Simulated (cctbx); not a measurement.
## Fe2Co3O2 with cctbx, script by script

Library: cctbx 2025.11. The data are simulated by the first script.

## 1. Simulate the data

run.py:

```python
from cctbx import adptbx, crystal, miller, sgtbx, xray
from cctbx.array_family import flex
from iotbx.shelx import hklf
from scitbx import matrix
import scitbx.random

cs = crystal.symmetry(unit_cell=(4.306, 4.306, 11.097, 90, 90, 120), space_group_symbol='Hall: -R 3 2"')  # R-3m
atoms = [  # label, site, U (iso, or U11 U22 U33 U12 U13 U23 in A^2), occupancy
    ("Co1", (2/3, 0.83333, 0.83333), (0.0062, 0.0038, 0.0029, 0.0031, -0.0006, -0.0003), 1),
    ("Fe1", (2/3, 1/3, 0.83333), (0.0044, 0.0044, 0.0024, 0.0022, -0.0000, 0.0000), 1),
    ("Fe2", (0, 0, 0), (0.0030, 0.0030, 0.0034, 0.0015, 0.0000, -0.0000), 1),
    ("O1", (1/3, 2/3, 0.9503), (0.0076, 0.0076, 0.0079, 0.0038, 0.0000, 0.0000), 1),
]
xs = xray.structure(crystal_symmetry=cs)
for label, site, u, occ in atoms:
    u = adptbx.u_cif_as_u_star(cs.unit_cell(), u) if isinstance(u, tuple) else u
    xs.add_scatterer(xray.scatterer(label, site=site, u=u, occupancy=occ))
xs.set_inelastic_form_factors(0.71073, "sasaki")
xs.show_summary()
p1 = xs.expand_to_p1()
ms = miller.build_set(p1, anomalous_flag=True, d_min=0.6)
flex.set_random_seed(242130)
scitbx.random.set_random_seed(242130)
ms = ms.select(flex.random_double(ms.size()) < 0.7)
i = ms.structure_factors_from_scatterers(p1, algorithm="direct").f_calc().as_intensity_array().data()
i = i * 20000 / flex.max(i)
sig = flex.sqrt(i + flex.pow2(0.02 * i) + 8 ** 2)
noise = scitbx.random.variate(scitbx.random.normal_distribution())(i.size())
data = ms.array(data=i + sig * noise, sigmas=sig).set_observation_type_xray_intensity()
with open("data.hkl", "w") as f:
    data.export_as_shelx_hklf(f)
print("reflections written:", data.size(), " <I/sigma> = %.1f" % flex.mean(data.data() / data.sigmas()))
for h, a, b in list(data.sort("data"))[:12]:
    print("%4d%4d%4d %9.1f %7.1f" % (h + (a, b)))
```

```console
$ python run.py
```

```text
Number of scatterers: 4
At special positions: 4
Unit cell: (4.306, 4.306, 11.097, 90, 90, 120)
Space group: R -3 m :H (No. 166)
reflections written: 2426  <I/sigma> = 6.0
   0   0   6   19694.8   424.3
   2  -2   4   19352.8   404.4
   2   0  -4   19125.7   404.4
   0  -2  -4   18902.1   404.4
  -2   0   4   18836.1   404.4
   0  -2   2   17155.6   357.1
   2  -2  -2   16510.5   357.1
   0   2  -2   16363.4   357.1
  -2  -2   0   11122.0   238.8
   2  -4   0   10940.1   238.8
  -2   4   0   10550.3   238.8
  -2   0  -8   10188.5   224.6
```

It took 0.42 s on 1 thread of Arm Neoverse N1, with other jobs on the host, peak memory 0.07 GiB.

## 2. Symmetry

run.py:

```python
from cctbx import crystal, sgtbx, statistics
from cctbx.array_family import flex
from iotbx.shelx import hklf

p1 = crystal.symmetry(unit_cell=(4.306, 4.306, 11.097, 90, 90, 120), space_group_symbol="P 1")
raw = hklf.reader(file_name="data.hkl").as_miller_arrays(crystal_symmetry=p1, anomalous=True)[0]
print(raw.size(), "reflections to d = %.3f A" % raw.d_min())
isig = raw.data() / raw.sigmas()
print("centring   violations  <I/sigma> of those")
best = "P"
for c in "ABCIRF":
    a = raw.customized_copy(space_group_info=sgtbx.space_group_info("Hall: %s 1" % c)).sys_absent_flags().data()
    m = flex.mean(isig.select(a))
    print("%5s %10d of %5d %8.1f" % (c, (isig.select(a) > 4).count(True), a.count(True), m))
    if (isig.select(a) > 4).count(True) < 0.01 * a.count(True):
        best = c
raw = raw.select(~raw.customized_copy(space_group_info=sgtbx.space_group_info("Hall: %s 1" % best)).sys_absent_flags().data())
isig = raw.data() / raw.sigmas()
rows = []
for s in sgtbx.space_group_symbol_iterator():
    g = sgtbx.space_group(s)
    if g.conventional_centring_type_symbol() != best or not g.is_compatible_unit_cell(p1.unit_cell(), 1e-3, 0.02):
        continue
    rows.append((s, g))
print("Laue class    unique    Rint  (classes that these axes allow; Friedel mates merged)")
rint = {}
for s, g in rows:
    laue = g.build_derived_patterson_group()
    key = laue.type().hall_symbol()
    if key not in rint:
        m = raw.customized_copy(space_group_info=laue.info(), anomalous_flag=False).merge_equivalents()
        rint[key] = m.r_int()
        print("%-14s %6d %7.3f" % (laue.type().lookup_symbol(), m.array().size(), m.r_int()))
floor = min(rint.values())
good = [(s, g) for s, g in rows if rint[g.build_derived_patterson_group().type().hall_symbol()] < 2 * floor + 0.03]
top = max(g.build_derived_patterson_group().order_z() for s, g in good)
print("space group    extra absences  I>4sigma  <I/sigma>")
for s, g in good:
    laue = g.build_derived_patterson_group()
    if laue.order_z() != top:
        continue
    a = raw.customized_copy(space_group_info=g.info()).sys_absent_flags().data()
    a &= ~raw.customized_copy(space_group_info=laue.info()).sys_absent_flags().data()
    bad = (isig.select(a) > 4).count(True)
    if bad <= 0.03 * a.count(True):
        print("%-16s %8d %10d %9s  %s" % (s.universal_hermann_mauguin(), a.count(True), bad, "%.1f" % flex.mean(isig.select(a)) if a.count(True) else "-", "centric" if g.is_centric() else "acentric"))
laue = max(good, key=lambda t: t[1].build_derived_patterson_group().order_z())[1].build_derived_patterson_group()
f = raw.customized_copy(space_group_info=laue.info(), anomalous_flag=False).merge_equivalents().array().eliminate_sys_absent().f_sq_as_f()
f.set_observation_type_xray_amplitude()
bins = max(3, min(8, f.size() // 12))
f.setup_binner(n_bins=bins)
w = statistics.wilson_plot(f, {e: n / laue.order_z() for e, n in {'Co': 9.0, 'Fe': 6.0, 'O': 6.0}.items()}, e_statistics=True)
print("Wilson B = %.2f A^2   <|E^2-1|> = %.3f (0.968 centric, 0.736 acentric)   E^2>4: %.1f %%" % (w.wilson_b, w.mean_e_sq_minus_1, w.percent_e_sq_gt_2))
print("shell (A)         n   <I/sigma>")
m = raw.customized_copy(space_group_info=laue.info(), anomalous_flag=False).merge_equivalents().array().eliminate_sys_absent()
for b in m.setup_binner(n_bins=bins).range_used():
    sel = m.binner().selection(b)
    print("%5.2f - %4.2f %6d %8.1f" % (min(m.binner().bin_d_range(b)[0] if m.binner().bin_d_range(b)[0] > 0 else 99, 99), m.binner().bin_d_range(b)[1], sel.count(True), flex.mean((m.data() / m.sigmas()).select(sel))))
```

```console
$ python run.py
```

```text
2426 reflections to d = 0.602 A
centring   violations  <I/sigma> of those
    A        397 of  1221      5.8
    B        408 of  1223      5.8
    C        393 of  1218      4.1
    I        399 of  1213      5.7
    R          0 of  1621     -0.0
    F        599 of  1831      5.2
Laue class    unique    Rint  (classes that these axes allow; Friedel mates merged)
R -3 :H           194   0.022
R -3 m :H         129   0.023
space group    extra absences  I>4sigma  <I/sigma>
R 3 2 :H                0          0         -  acentric
R 3 m :H                0          0         -  acentric
R -3 m :H               0          0         -  centric
Wilson B = 0.30 A^2   <|E^2-1|> = 0.957 (0.968 centric, 0.736 acentric)   E^2>4: 3.9 %
shell (A)         n   <I/sigma>
 3.70 - 1.19     21     56.6
 1.19 - 0.95     17     48.5
 0.95 - 0.83     15     48.6
 0.83 - 0.76     13     44.0
 0.76 - 0.70     17     30.0
 0.70 - 0.66     17     44.9
 0.66 - 0.63     10     33.0
 0.63 - 0.60     19     37.2
```

Time: 0.44 s.

## 3. Charge flipping

run.py:

```python
import itertools
from cctbx import crystal, maptbx
from cctbx.array_family import flex
from iotbx.shelx import hklf
from smtbx.ab_initio import charge_flipping as cf

cs = crystal.symmetry(unit_cell=(4.306, 4.306, 11.097, 90, 90, 120), space_group_symbol='Hall: -R 3 2"')  # R-3m
raw = hklf.reader(file_name="data.hkl").as_miller_arrays(crystal_symmetry=cs, anomalous=True)[0]
merged = raw.eliminate_sys_absent().merge_equivalents()
fo2 = merged.array().set_observation_type_xray_intensity()
f = fo2.average_bijvoet_mates().f_sq_as_f().resolution_filter(d_min=0.8)
p1 = f.expand_to_p1()
p1.setup_binner_counting_sorted(reflections_per_bin=max(40, p1.size() // 12))
work = p1.array(data=p1.data() / p1.amplitude_quasi_normalisations().data())
flex.set_random_seed(88286)
it = cf.weak_reflection_improved_iterator(delta=None, weak_reflection_fraction=0.2)
it.start(work, phases=flex.random_double(p1.size()) * 6.2832, f_000=0)
it.delta = 3 * it.rho_map.sigma()
print("cycle      R  skewness")
for n, st in enumerate(itertools.islice(it, 300)):
    if n % 25 == 0:
        print("%5d %6.3f %8.2f" % (n, st.r1_factor(), st.rho_map.skewness()))
rho = p1.phase_transfer(it.f_calc).fft_map().apply_volume_scaling()
polish = cf.low_density_elimination_iterator(constant_rho_c=rho.sigma())
polish.start(f_obs=p1, phases=it.f_calc, f_000=0)
for _ in range(8):
    next(polish)
print("origin shift          correlation  skewness")
maps = []
for fc, shift, cc in itertools.islice(cf.f_calc_symmetrisations(f, polish.f_calc, 0), 4):
    m = f.phase_transfer(fc).fft_map(symmetry_flags=maptbx.use_space_group_symmetry, resolution_factor=0.25).apply_sigma_scaling()
    maps.append((m.skewness(), cc, m))
    print("%6.3f %6.3f %6.3f %10.3f %9.2f" % (tuple(shift) + (cc, m.skewness())))
skew, cc, m = max((t for t in maps if t[1] > maps[0][1] - 0.04), key=lambda t: t[0])
print("taken: symmetry correlation %.3f, skewness %.2f" % (cc, skew))
peaks = m.peak_search(parameters=maptbx.peak_search_parameters(min_distance_sym_equiv=0.9, max_clusters=9)).all()
sps = cs.special_position_settings(min_distance_sym_equiv=0.5)
print("peak      x       y       z  mult  height/sigma")
for k, (x, h) in enumerate(zip(peaks.sites(), peaks.heights())):
    ss = sps.site_symmetry(x)
    print("Q%-3d %7.4f %7.4f %7.4f %4d %8.1f" % ((k + 1,) + tuple(t % 1 for t in ss.exact_site()) + (ss.multiplicity(), h)))
```

```console
$ python run.py
```

```text
cycle      R  skewness
    0  0.093    -0.06
   25  0.025     0.08
   50  0.025    -0.08
   75  0.025     0.07
  100  0.025    -0.06
  125  0.025     0.08
  150  0.025    -0.08
  175  0.025     0.07
  200  0.025    -0.06
  225  0.025     0.08
  250  0.025    -0.08
  275  0.025     0.07
origin shift          correlation  skewness
 0.242  0.558  0.034      0.961      5.85
 0.077  0.225  0.200      0.961      4.71
 0.077  0.726  0.200      0.960      4.90
 0.244  0.059  0.034      0.961      4.29
taken: symmetry correlation 0.961, skewness 5.85
peak      x       y       z  mult  height/sigma
Q1    0.0000  0.0000  0.0000    3     15.5
Q2    0.0000  0.5000  0.0000    9      7.9
Q3    0.0000  0.5000  0.5000    9      2.0
Q4    0.0000  0.0000  0.2695    6      1.1
Q5    0.0000  0.0000  0.1138    6      1.0
Q6    0.0000  0.0000  0.4565    6      0.7
Q7    0.0004  0.5002  0.2020   18      0.6
Q8    0.0061  0.2455  0.0495   36      0.5
Q9    0.1042  0.2083  0.6667   18      0.4
```

Time: 0.53 s.

This run holds a fault made on purpose: flipping threshold far too high.

## 4. Charge flipping

run.py, as its changes from the last script of this kind:

```diff
@@ -18 +18 @@
-it.delta = 3 * it.rho_map.sigma()
+it.delta = 1.2 * it.rho_map.sigma()
```

```console
$ python run.py
```

```text
cycle      R  skewness
    0  0.484     0.10
   25  0.357     2.31
   50  0.333     2.12
   75  0.325     2.43
  100  0.343     2.05
  125  0.352     2.31
  150  0.328     2.31
  175  0.344     2.31
  200  0.331     2.43
  225  0.357     2.13
  250  0.355     2.36
  275  0.352     2.44
origin shift          correlation  skewness
 0.234  0.346  0.107      0.946      2.72
 0.066  0.013  0.274      0.946      2.11
 0.067  0.513  0.274      0.946      2.17
 0.227  0.349  0.361      0.952      3.02
taken: symmetry correlation 0.952, skewness 3.02
peak      x       y       z  mult  height/sigma
Q1    0.0000  0.0000  0.0000    3     11.9
Q2    0.0000  0.5000  0.0000    9      6.9
Q3    0.0000  0.0000  0.5000    3      6.1
Q4    0.0000  0.0000  0.1871    6      2.8
Q5    0.0000  0.5000  0.5000    9      2.4
Q6    0.0072  0.5036  0.1925   18      1.8
Q7    0.0833  0.1667  0.6343   18      0.7
Q8    0.0015  0.2471  0.0473   36      0.5
Q9    0.0000  0.0000  0.7239    6      0.4
```

Time: 0.54 s.

## 5. Refinement (model from the peaks)

run.py:

```python
import math
from cctbx import adptbx, crystal, maptbx, sgtbx, xray
from cctbx.array_family import flex
from cctbx.xray import observations
from iotbx.shelx import hklf
from scitbx.lstbx import normal_eqns_solving
from smtbx import absolute_structure, utils
from smtbx.refinement import constraints, least_squares

cs = crystal.symmetry(unit_cell=(4.306, 4.306, 11.097, 90, 90, 120), space_group_symbol='Hall: -R 3 2"')  # R-3m
atoms = [  # label, site, U (iso, or U11 U22 U33 U12 U13 U23 in A^2), occupancy
    ("Fe1", (0, 0, 0), 0.0200, 1),
    ("Co1", (0, 0.5, 0), 0.0200, 1),
    ("Fe2", (0, 0, 0.5), 0.0200, 1),
    ("O1", (0, 0, 0.1871), 0.0200, 1),
]
xs = xray.structure(crystal_symmetry=cs)
for label, site, u, occ in atoms:
    u = adptbx.u_cif_as_u_star(cs.unit_cell(), u) if isinstance(u, tuple) else u
    xs.add_scatterer(xray.scatterer(label, site=site, u=u, occupancy=occ))
xs.set_inelastic_form_factors(0.71073, "sasaki")
raw = hklf.reader(file_name="data.hkl").as_miller_arrays(crystal_symmetry=cs, anomalous=True)[0]
merged = raw.eliminate_sys_absent().merge_equivalents()
fo2 = merged.array().set_observation_type_xray_intensity()
print("Rint %.3f, %d unique reflections to %.2f A" % (merged.r_int(), fo2.size(), fo2.d_min()))
for sc in xs.scatterers():
    sc.flags.set_grad_site(True)
    sc.flags.set_grad_u_aniso(sc.flags.use_u_aniso())
    sc.flags.set_grad_u_iso(sc.flags.use_u_iso())
obs = fo2.as_xray_observations()
extra = {}
rep = constraints.reparametrisation(xs, [], utils.connectivity_table(xs), **extra)
ls = least_squares.crystallographic_ls(obs, rep, weighting_scheme=least_squares.mainstream_shelx_weighting(a=0, b=0))
print("cycle     R1     wR2    GooF  max shift (A)")
for cycle in range(6):
    ls.build_up()
    r1, wr2, goof = ls.r1_factor(cutoff_factor=2)[0], ls.wR2(), ls.goof()
    old = xs.sites_cart()
    normal_eqns_solving.levenberg_marquardt_iterations(ls, n_max_iterations=3, tau=0.0001, step_threshold=1e-7)
    big = flex.max((xs.sites_cart() - old).norms())
    print("%4d %7.4f %7.4f %7.3f %9.5f" % (cycle + 1, r1, wr2, goof, big))
    ls.build_up(objective_only=True)
    if abs(ls.wR2() - wr2) < 5e-5 and big < 5e-4:
        break
ls.build_up()
print("final R1 %.4f wR2 %.4f GooF %.3f  parameters %d  data/parameter %.1f" % (ls.r1_factor(cutoff_factor=2)[0], ls.wR2(), ls.goof(), ls.n_parameters, fo2.size() / ls.n_parameters))
cov = ls.covariance_matrix_and_annotations()
su = dict(zip(cov.annotations, (math.sqrt(max(v, 0)) for v in cov.matrix.matrix_packed_u_diagonal())))
a2 = cs.unit_cell().reciprocal_parameters()[0] ** -2
print("atom        x        y        z      Ueq    occ   su(xyz)  su(Uiso or U11)")
for sc in xs.scatterers():
    s = max(su.get(sc.label + k, 0) for k in (".x", ".y", ".z"))
    npd = "" if sc.is_positive_definite_u(cs.unit_cell()) else "  NPD"
    print("%-5s %8.5f %8.5f %8.5f %8.4f %6.3f %8.5f %7.4f%s" % ((sc.label,) + sc.site + (sc.u_iso_or_equiv(cs.unit_cell()), sc.occupancy, s, su.get(sc.label + ".uiso", su.get(sc.label + ".u11", 0) * a2), npd)))
fo = fo2.f_sq_as_f()
fc = fo.structure_factors_from_scatterers(xs, algorithm="direct").f_calc()
diff = fo.f_obs_minus_f_calc(1 / math.sqrt(ls.scale_factor()), fc).average_bijvoet_mates()
m = diff.fft_map(symmetry_flags=maptbx.use_space_group_symmetry, resolution_factor=0.25).apply_volume_scaling()
print("difference map: max %.2f min %.2f rms %.2f" % (m.statistics().max(), m.statistics().min(), m.statistics().sigma()))
peaks = m.peak_search(parameters=maptbx.peak_search_parameters(min_distance_sym_equiv=0.6, max_clusters=5)).all()
near = xs.closest_distances(peaks.sites(), distance_cutoff=4)
sps = cs.special_position_settings(min_distance_sym_equiv=0.5)
for k, (x, h) in enumerate(zip(peaks.sites(), peaks.heights())):
    ss = sps.site_symmetry(x)
    print("Q%-3d %7.4f %7.4f %7.4f %4d %7.2f  %.2f A from %s" % ((k + 1,) + tuple(t % 1 for t in ss.exact_site()) + (ss.multiplicity(), h, near.smallest_distances[k], xs.scatterers()[near.i_seqs[k]].label)))
```

```console
$ python run.py
```

```text
Rint 0.023, 129 unique reflections to 0.60 A
cycle     R1     wR2    GooF  max shift (A)
   1  0.2434  0.5179  26.839   0.31104
   2  0.0248  0.0608   3.150   0.01255
   3  0.0230  0.0580   3.007   0.00000
final R1 0.0230 wR2 0.0580 GooF 3.007  parameters 5  data/parameter 25.8
atom        x        y        z      Ueq    occ   su(xyz)  su(Uiso or U11)
Fe1    0.00000  0.00000  0.00000   0.0035  1.000  0.00000  0.0002
Co1    0.00000  0.50000  0.00000   0.0041  1.000  0.00000  0.0002
Fe2    0.00000  0.00000  0.50000   0.0031  1.000  0.00000  0.0002
O1     0.00000  0.00000  0.21626   0.0075  1.000  0.00042  0.0007
difference map: max 3.05 min -1.87 rms 0.31
Q1    0.1171  0.2341  0.3260   18    3.39  0.38 A from Co1
Q2    0.0000  0.0000  0.3402    6    0.93  1.25 A from Co1
Q3    0.0000  0.0000  0.0000    3    0.81  0.00 A from Fe1
Q4    0.0229  0.5115  0.0759   18    0.73  0.85 A from Co1
Q5    0.0677  0.1353  0.2545   18    0.67  0.66 A from O1
```

Time: 0.61 s.

Figures of merit this high mean that the model is still wrong or incomplete.

## 6. Refinement (anisotropic displacement)

run.py, as its changes from the last script of this kind:

```diff
@@ -12,4 +12,4 @@
-    ("Fe1", (0, 0, 0), 0.0200, 1),
-    ("Co1", (0, 0.5, 0), 0.0200, 1),
-    ("Fe2", (0, 0, 0.5), 0.0200, 1),
-    ("O1", (0, 0, 0.1871), 0.0200, 1),
+    ("Fe1", (0, 0, 0), 0.0035, 1),
+    ("Co1", (0, 0.5, 0), 0.0041, 1),
+    ("Fe2", (0, 0, 0.5), 0.0031, 1),
+    ("O1", (0, 0, 0.21626), 0.0075, 1),
@@ -21,0 +22 @@
+xs.convert_to_anisotropic()
@@ -35 +36 @@
-for cycle in range(6):
+for cycle in range(8):
@@ -39 +40 @@
-    normal_eqns_solving.levenberg_marquardt_iterations(ls, n_max_iterations=3, tau=0.0001, step_threshold=1e-7)
+    normal_eqns_solving.levenberg_marquardt_iterations(ls, n_max_iterations=3, tau=1e-06, step_threshold=1e-7)
@@ -60 +61 @@
-peaks = m.peak_search(parameters=maptbx.peak_search_parameters(min_distance_sym_equiv=0.6, max_clusters=5)).all()
+peaks = m.peak_search(parameters=maptbx.peak_search_parameters(min_distance_sym_equiv=0.6, max_clusters=6)).all()
```

```console
$ python run.py
```

```text
Rint 0.023, 129 unique reflections to 0.60 A
cycle     R1     wR2    GooF  max shift (A)
   1  0.0229  0.0580   3.083   0.00132
   2  0.0080  0.0178   0.948   0.00000
final R1 0.0080 wR2 0.0178 GooF 0.948  parameters 11  data/parameter 11.7
atom        x        y        z      Ueq    occ   su(xyz)  su(Uiso or U11)
Fe1    0.00000  0.00000  0.00000   0.0035  1.000  0.00000  0.0001
Co1    0.00000  0.50000  0.00000   0.0040  1.000  0.00000  0.0001
Fe2    0.00000  0.00000  0.50000   0.0030  1.000  0.00000  0.0001
O1     0.00000  0.00000  0.21638   0.0076  1.000  0.00013  0.0004
difference map: max 0.36 min -0.55 rms 0.10
Q1    0.0000  0.0000  0.4102    6    0.36  1.00 A from Fe2
Q2    0.0685  0.1370  0.2515   18    0.35  0.64 A from O1
Q3    0.0306  0.5153  0.0941   18    0.35  1.05 A from Co1
Q4    0.0000  0.0000  0.0902    6    0.33  1.00 A from Fe1
Q5    0.0000  0.5000  0.5000    9    0.31  1.36 A from O1
Q6    0.0000  0.0000  0.0000    3    0.31  0.00 A from Fe1
```

It took 0.61 s on 1 thread of Arm Neoverse N1, with other jobs on the host, peak memory 0.09 GiB.

[Logs are printed without paths, hosts, clocks, repeated set-up lines and the standing remarks that a program may print on its own settings, such as how far it seeks lower states.]
